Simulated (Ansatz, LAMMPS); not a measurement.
**Relaxing glassy 53SiO2-26Al2O3-11ZnO-11CaO (mol %) (63 atoms)**

How does glassy 53SiO2-26Al2O3-11ZnO-11CaO (mol %) (63 atoms) relax, and what do bonds, charges and levels look like afterwards?

Program: Ansatz 0.2.0. Level of theory: Kohn-Sham DFT, PBE, PAW (set soft_2), plane waves. Results are calculated unless marked as measured.

## 1. The structure

The cell holds 63 atoms: 10 Si, 10 Al, 2 Zn, 2 Ca and 39 O. Its edges and angles: a = 9.134 Å, b = 9.134 Å, c = 9.134 Å, α = 90.0°, β = 90.0°, γ = 90.0°. 63 atoms (10 Si, 10 Al, 2 Zn, 2 Ca, 39 O) placed at random at 2.76 g/cm³, melted at 4000 K for 10 ps at fixed volume with the Morse and Coulomb pair potential with partial charges (Pedone, Malavasi, Menziani, Cormack and Segre, J. Phys. Chem. B 110, 11780 (2006)). Quenched from 4000 K to 300 K at 6 K/ps and fixed volume, held 10 ps at zero pressure.

What the set-up can't give: The quench rate of 6 K/ps far exceeds what a furnace or splat quench reaches, so expect more defects and frozen-in strain than in a real sample. The starting topology of bonds comes from the classical model. The Brillouin zone is sampled at Γ only, in a cell whose shortest periodic width is 9 Å.

## 2. Making the structure

A classical potential supplies the starting structure, since it reaches far longer times than DFT.

This step: classical MD, Morse and Coulomb pair potential with partial charges (Pedone, Malavasi, Menziani, Cormack and Segre, J. Phys. Chem. B 110, 11780 (2006)) (LAMMPS 22 Jul 2025 - Update 4).

in.lmp

```
# melt-quench of Si10Al10Zn2Ca2O39
units metal
atom_style charge
boundary p p p
region box block 0 9.4114 0 9.4114 0 9.4114
create_box 5 box
mass 1 28.0850   # Si
mass 2 26.9815   # Al
mass 3 65.3800   # Zn
mass 4 40.0780   # Ca
mass 5 15.9990   # O
create_atoms 1 random 10 138068 NULL overlap 1.5 maxtry 2000
create_atoms 2 random 10 138075 NULL overlap 1.5 maxtry 2000
create_atoms 3 random 2 138082 NULL overlap 1.5 maxtry 2000
create_atoms 4 random 2 138089 NULL overlap 1.5 maxtry 2000
create_atoms 5 random 39 138096 NULL overlap 1.5 maxtry 2000
pair_style hybrid/overlay pedone 5.5 coul/long 8.0
pair_coeff * * coul/long
pair_coeff 1 5 pedone 0.340554 2.006700 2.100000 1   # Si-O
pair_coeff 2 5 pedone 0.361581 1.900442 2.164818 0.9   # Al-O
pair_coeff 3 5 pedone 0.001221 3.150679 2.851850 1   # Zn-O
pair_coeff 4 5 pedone 0.030211 2.241334 2.923245 5   # Ca-O
pair_coeff 5 5 pedone 0.042395 1.379316 3.618701 22   # O-O
set type 1 charge 2.4
set type 2 charge 1.8
set type 3 charge 1.2
set type 4 charge 1.2
set type 5 charge -1.2
kspace_style pppm 1.0e-4
neigh_modify delay 0 every 1 check yes
thermo_style custom step time temp pe press density
thermo_modify norm yes
timestep 0.002
thermo 100
# [... 15 lines left out ...]
fix md all nvt temp 4000 300 0.2
run 308333 post no
unfix md
thermo 1666
fix md all npt temp 300 300 0.2 iso 0 0 2
run 5000 post no
unfix md
write_dump all custom glass.dump id type xs ys zs modify sort id
```

Command:

```
$ lmp -in in.lmp -log none -nocite
```

Numbers of over 12 decimals in the logs are rounded to 6 here.

The program printed:

```text
LAMMPS (22 Jul 2025 - Update 4)
Created orthogonal box = (0 0 0) to (9.4114 9.4114 9.4114)
Created 10 atoms
Created 10 atoms
Created 2 atoms
Created 2 atoms
Created 39 atoms
PPPM initialization ...
  G vector (1/distance) = 0.37897018
  grid = 10 10 10
  estimated relative force accuracy = 6.7114904e-05
   Step          Time           Temp          PotEng         Press         Density
         0   0              0             -2.7694868      520380.39      2.7599808
        84   0.168          0             -14.626617     -50123.013      2.7599808
Loop time of 0.0468989 s on 1 MPI rank(s) for 84 steps with 63 atoms
Minimization stats:
[... 18 lines left out ...]
[... 1 line left out ...]
Loop time of 1.55491 s on 1 MPI rank(s) for 5000 steps with 63 atoms
   Step          Time           Temp          PotEng         Press         Density
[... 12 lines left out ...]
Loop time of 91.2521 s on 1 MPI rank(s) for 308333 steps with 63 atoms
   Step          Time           Temp          PotEng         Press         Density
[... 1 line left out ...]
    314874   629.748        326.25076     -14.772166      9815.2379      3.0379736
    316540   633.08         289.94322     -14.77619       8015.7807      3.022622
    318206   636.412        317.81212     -14.767555      9286.4155      3.0448859
    319333   638.666        298.52392     -14.77261      -7179.3497      3.0194415
Loop time of 1.96004 s on 1 MPI rank(s) for 5000 steps with 63 atoms
```

Wall time 95 s (1 thread of Arm Neoverse V1, shared host); peak memory 0.069 GiB.

## 3. Single point at the start

The forces at the start show how far the geometry lies from a minimum of this functional.

input.yaml

```yaml
crystal:
  lattice:
    - [9.13371, 0.0, 0.0]
    - [0.0, 9.13371, 0.0]
    - [0.0, 0.0, 9.13371]
  atoms:
    - { symbol: Si, position: [0.67014, 0.45883, 0.40587] }
    - { symbol: Si, position: [0.57973, 0.9802, 0.09172] }
    - { symbol: Si, position: [0.14476, 0.26856, 0.26453] }
    - { symbol: Si, position: [0.6041, 0.99756, 0.55457] }
    - { symbol: Si, position: [0.81755, 0.19444, 0.96019] }
    - { symbol: Si, position: [0.69375, 0.72215, 0.72438] }
    - { symbol: Si, position: [0.33529, 0.75351, 0.03053] }
    - { symbol: Si, position: [0.4899, 0.46279, 0.98855] }
    - { symbol: Si, position: [0.13704, 0.14518, 0.95498] }
    - { symbol: Si, position: [0.09606, 0.43647, 0.761] }
    - { symbol: Al, position: [0.36135, 0.61448, 0.66566] }
    - { symbol: Al, position: [0.92546, 0.46603, 0.17028] }
    - { symbol: Al, position: [0.99213, 0.71898, 0.94636] }
    - { symbol: Al, position: [0.46247, 0.72852, 0.37695] }
    - { symbol: Al, position: [0.44337, 0.24299, 0.23618] }
    - { symbol: Al, position: [0.93147, 0.57548, 0.50891] }
    - { symbol: Al, position: [0.71711, 0.68397, 0.08471] }
    - { symbol: Al, position: [0.19721, 0.60786, 0.3259] }
    - { symbol: Al, position: [0.6313, 0.28705, 0.71032] }
    - { symbol: Al, position: [0.14994, 0.90198, 0.74198] }
    - { symbol: Zn, position: [0.87968, 0.24641, 0.50704] }
    - { symbol: Zn, position: [0.87515, 0.00479, 0.69403] }
    - { symbol: Ca, position: [0.28183, 0.20343, 0.62239] }
    - { symbol: Ca, position: [0.9455, 0.91898, 0.33052] }
    - { symbol: O, position: [0.73238, 0.7029, 0.89337] }
    - { symbol: O, position: [0.10417, 0.29029, 0.85057] }
    - { symbol: O, position: [0.2652, 0.76678, 0.71459] }
    - { symbol: O, position: [0.86703, 0.33044, 0.05183] }
    - { symbol: O, position: [0.33929, 0.60861, 0.46302] }
    - { symbol: O, position: [0.16558, 0.17383, 0.1191] }
    - { symbol: O, position: [0.04664, 0.68758, 0.40729] }
    - { symbol: O, position: [0.48378, 0.07577, 0.20294] }
    - { symbol: O, position: [0.03521, 0.56084, 0.85143] }
    - { symbol: O, position: [0.68702, 0.85485, 0.1639] }
    - { symbol: O, position: [0.99412, 0.20793, 0.32999] }
    - { symbol: O, position: [0.50954, 0.88357, 0.46684] }
    - { symbol: O, position: [0.81551, 0.66112, 0.62233] }
    - { symbol: O, position: [0.77255, 0.05026, 0.49785] }
    - { symbol: O, position: [0.96038, 0.08624, 0.96874] }
    - { symbol: O, position: [0.90136, 0.64864, 0.1157] }
    - { symbol: O, position: [0.01576, 0.42251, 0.59514] }
    - { symbol: O, position: [0.67627, 0.90209, 0.69768] }
    - { symbol: O, position: [0.61185, 0.52608, 0.09167] }
    - { symbol: O, position: [0.16531, 0.78728, 0.0099] }
    - { symbol: O, position: [0.45833, 0.88121, 0.0192] }
    - { symbol: O, position: [0.98008, 0.85225, 0.80578] }
    - { symbol: O, position: [0.28513, 0.26017, 0.35894] }
    - { symbol: O, position: [0.78908, 0.20338, 0.78273] }
    - { symbol: O, position: [0.39739, 0.35804, 0.08832] }
    - { symbol: O, position: [0.08899, 0.02498, 0.59906] }
    - { symbol: O, position: [0.59104, 0.33443, 0.32327] }
    - { symbol: O, position: [0.27613, 0.45499, 0.70833] }
    - { symbol: O, position: [0.61307, 0.61686, 0.3865] }
    - { symbol: O, position: [0.67187, 0.09995, 0.0108] }
    - { symbol: O, position: [0.55486, 0.37173, 0.84987] }
    - { symbol: O, position: [0.1116, 0.44825, 0.23692] }
    - { symbol: O, position: [0.84767, 0.48298, 0.35115] }
    - { symbol: O, position: [0.3373, 0.70623, 0.21026] }
    - { symbol: O, position: [0.23535, 0.05488, 0.84853] }
    - { symbol: O, position: [0.52718, 0.14507, 0.62005] }
    - { symbol: O, position: [0.7111, 0.38602, 0.56502] }
    - { symbol: O, position: [0.54177, 0.63614, 0.68942] }
    - { symbol: O, position: [0.39053, 0.60852, 0.95231] }
kpoints:
  mp_grid: { grid: [1, 1, 1] }
hamiltonian:
  xc: pbe
scf:
  occupations: { method: fixed }
output:
  forces: true
  stress: true
  populations: intrinsic
  dos:
    method: { smearing: { sigma: 0.1 } }
    de: 0.1
    projected: { site_lists: { Al: [Al], Ca: [Ca], O: [O], Si: [Si], Zn: [Zn] } }
  eigenvalues: true
```

Command:

```
$ ansatz run input.yaml --threads 4 --pin off --max-ram 8192MiB --backend cpu --events-out ev --progress --plain --runs-dir out
```

The program printed:

```text
Engine: ansatz 0.2.0, aarch64-unknown-linux-gnu
Pseudopotentials: kind: paw
Pseudopotential: Si, paw, valence charge 4, recommended cutoff 420 eV (normal), Si.paw.azcp
Pseudopotential: Al, paw, valence charge 3, recommended cutoff 420 eV (normal), Al.paw.azcp
Pseudopotential: Zn, paw, valence charge 12, recommended cutoff 420 eV (normal), Zn.paw.azcp
Pseudopotential: Ca, paw, valence charge 10, recommended cutoff 420 eV (normal), Ca.paw.azcp
Pseudopotential: O, paw, valence charge 6, recommended cutoff 420 eV (normal), O.paw.azcp
[... 5 lines on functional and potentials left out ...]
Crystal: 63 atoms, lattice volume = 761.977 Å³
Basis set: ecut = 420 eV, 14795 PW (Γ), exchange–correlation on 128×128×128 points (8 copies of the dense FFT grid, shifted against one another)
Bands: 237, of which v1, the nominal top of the filled ones, is band 174 counted from 1 (173 counted from 0)
Symmetry: 1 space group operations
Space group: P1 (ITA 1), of the structure as read, at distance tolerance 9.1e-5 Å
k-points: 1
[... 11 lines on functional and potentials left out ...]
Initial density: superposition of atomic densities (neutral atoms: chi_scale 0, normalization atom), corrected by the library's trained network
Initial wavefunctions: pseudopotential atomic-orbital guess
Functional: x = pbe(κ = 0.804, μ = 0.219515), c = pbe(β = 0.066725)
SCF iter   1: F=—  HF=-44202.336469 eV  |F-HF|=—  |Δ(HF+E_count)|=         —  Δρ=2.66e-3  dr2=9.58e-2  ethr=1.77e-3  ⟨swp⟩=6.0  Hψ=868  notcnv=0  defer=60
preconditioner: auto → Resta (q_TF=auto, 2.394 Å⁻¹)  ε∞=3.5  [insulator: Δε(μ)=3.257 eV  Ē_g=15.662 eV  n_scr=178 (ndim 8)  ℏωp=24.9 eV  f_vac=0.083  ε∞_Penn≈3.5]
SCF iter   2: F=—  HF=-44202.336700 eV  |F-HF|=—  |Δ(HF+E_count)|=   2.31e-4  Δρ=1.40e-3  dr2=2.30e-2  ethr=2.75e-5  ⟨swp⟩=3.0  Hψ=404  notcnv=0  defer=61
SCF iter   3: F=—  HF=-44202.335211 eV  |F-HF|=—  |Δ(HF+E_count)|=   1.49e-3  Δρ=6.88e-4  dr2=6.84e-3  ethr=6.60e-6  ⟨swp⟩=3.0  Hψ=311  notcnv=0  defer=61
SCF iter   4: F=—  HF=-44202.334330 eV  |F-HF|=—  |Δ(HF+E_count)|=   8.81e-4  Δρ=3.25e-4  dr2=7.99e-4  ethr=1.97e-6  ⟨swp⟩=3.0  Hψ=311  notcnv=0  defer=61
SCF iter   5: F=—  HF=-44202.334265 eV  |F-HF|=—  |Δ(HF+E_count)|=   6.52e-5  Δρ=1.52e-4  dr2=1.62e-4  ethr=2.30e-7  ⟨swp⟩=2.0  Hψ=309  notcnv=0  defer=61
SCF iter   6: F=—  HF=-44202.334277 eV  |F-HF|=—  |Δ(HF+E_count)|=   1.24e-5  Δρ=4.69e-5  dr2=1.74e-5  ethr=4.66e-8  ⟨swp⟩=2.0  Hψ=309  notcnv=0  defer=61
SCF iter   7: F=—  HF=-44202.335927 eV  |F-HF|=—  |Δ(HF+E_count)|=   1.65e-3  Δρ=1.94e-5  dr2=2.72e-6  ethr=4.99e-9  ⟨swp⟩=2.0  Hψ=407  notcnv=0  defer=59
SCF iter   8: F=—  HF=-44202.335928 eV  |F-HF|=—  |Δ(HF+E_count)|=   1.21e-6  Δρ=9.95e-6  dr2=6.91e-7  ethr=7.81e-10  ⟨swp⟩=2.0  Hψ=322  notcnv=0  defer=59
SCF iter   9: F=-44202.335928 eV  HF=-44202.335928 eV  |F-HF|=7.04e-8  |Δ(HF+E_count)|=   4.09e-7  Δρ=3.86e-6  dr2=8.91e-8  ethr=2.87e-11  ⟨swp⟩=18.0  Hψ=1717  notcnv=0
SCF 1 converged in 9 iterations: F = -44202.335928 eV  dr2 = 8.91e-8
  greatest PAW one-centre occupation: 0.995 electrons in one spin orbital (limit 2), on the Ca atom at site 22 (counted from 0), in its partial waves of l = 0
SCF converged after 9 iterations
Free energy (F): -44202.335928 eV
Harris-Foulkes:  -44202.335928 eV  (|F-HF|=7.04e-8)
Internal energy: -44202.335928 eV  (E = F + TS)
E sigma→0 (E₀):  -44202.335928 eV
Fermi energy:    4.964715 eV
--- Per-component energies (eV) ---
  E_band       = -1078.335693
  E_kinetic    = 8504.894883
  E_local      = -24534.610519  (includes V_loc(G=0)·N_el)
  E_nonlocal   = 3591.592868
  E_hartree    = 9366.181403
  E_xc         = -4417.316851
  E_vxc        = -4930.182253  (∫ρ·V_xc dr)
  E_paw        = -21390.952340  (= ΣΔE_a)
  E_vpaw       = -2442.495678  (= ΣTr[D̂ρ^β])
  E_aug_tail   = 0.098474  (compensation charges beyond the density's cutoff)
  E_ewald      = -15322.223846
  E_smearing   = -0.000000  (= −TS)
  E_closure    = -0.000000  (closes the sum)
  Σ components = -44202.335928   (vs F -44202.335928, Δ=0.00e0)
--- Forces (eV/Å), atoms counted from 1 ---
  atom   1  Si     0.56603718    -0.80102904    -0.37089136
  atom   2  Si    -0.41163937    -0.10909049     2.16382451
  atom   3  Si    -2.36963143     0.23833455    -0.04786132
  atom   4  Si     1.83441015    -0.26471033     1.13889619
  atom   5  Si     0.14599769    -1.99897006    -0.23672484
  atom   6  Si    -2.64989924    -0.48280790     0.70652208
  atom   7  Si    -0.15135562     0.04682001     0.71794006
  atom   8  Si    -0.10852398    -0.10549071    -0.86670648
  atom   9  Si    -3.63520931     0.54552806    -2.63043320
  atom  10  Si     3.00190412     0.10835366    -2.70513288
  atom  11  Al    -0.86575411     1.47027279    -0.50285492
  atom  12  Al    -0.73693424    -0.68631505     0.31608476
  atom  13  Al     0.16734498     0.16356968    -1.47158791
  atom  14  Al     0.05993959    -1.14146262    -0.63803914
[...]
atom  62  O      1.69760533     0.54892271    -0.06069231
  atom  63  O     -0.25531244    -0.74171514    -1.41065199
  max |Σ_I F_I| component: 7.13e-5 eV/Å
--- Stress (GPa, compression-positive) ---
        8.526046      -2.528113      -0.623365
       -2.528110       9.200143      -0.027432
       -0.623371      -0.027426       7.534229
  P = ⅓ Tr σ = 8.4201 GPa (84.201 kbar)
--- Band table (eV) ---
  k-point 0: bands = ["-35.8928", "-34.1492", "-16.9465", "-16.8353", [... 221 levels ...], "14.5033", "14.6376", "14.7587", "14.8221", "14.9193", "14.9760", "15.0173", "15.0754", "15.1410", "15.2903", "15.3619", "15.4220"]
--- intrinsic populations: 63 sites ---
  site symbol       q [e]
     0     Si      2.3023
     1     Si      2.2409
     2     Si      2.3036
[...]
62      O      6.8665
  spilling = 0.000000 (of n_electrons = 348.000000)
```

Run time: 7 s. Hardware: 4 threads of Arm Neoverse V1, shared host; peak memory 0.92 GiB.

In the SCF lines HF is the Harris–Foulkes energy and dr2 the Hartree energy of the density residual, in eV; the loop may stop once dr2 is under the threshold and the program's other checks hold. Hψ counts applications of the Hamiltonian.

The run gave:

| Property | Result |
| --- | --- |
| free energy | -44202.3359 eV |
| free energy per atom | -701.6244 eV/atom |
| SCF cycles | 9 |
| pressure | 8.42 GPa |
| r.m.s. force component | 1.148 eV/Å |
| longest force | 4.52 eV/Å |
| Fermi energy | 4.965 eV |
| gap (highest filled to lowest empty level) | 3.093 eV |

The r.m.s. force component of 1.1 eV/Å and the pressure of 8.4 GPa set the starting point.

Length of the force by element:

```
element  coordination  atoms  mean length of the force (eV/Å)  spread  least  most
     Al           all     10                             1.72    1.03  0.459  4.44
     Ca           all      2                            0.911   0.107  0.804  1.02
      O           all     39                             1.72   0.771  0.581  3.26
     Si           all     10                             2.28    1.20  0.735  4.52
     Zn           all      2                             1.05   0.373  0.675  1.42
```

[end of part 1 of 3]

[Logs are printed without paths, hosts, clocks, repeated set-up lines and the standing remarks that a program may print on its own settings, such as how far it seeks lower states.]

[Hosts, paths, dates, database ids (printed as entryN), source tags and the programs' standing remarks are cut or masked in the printed files.]
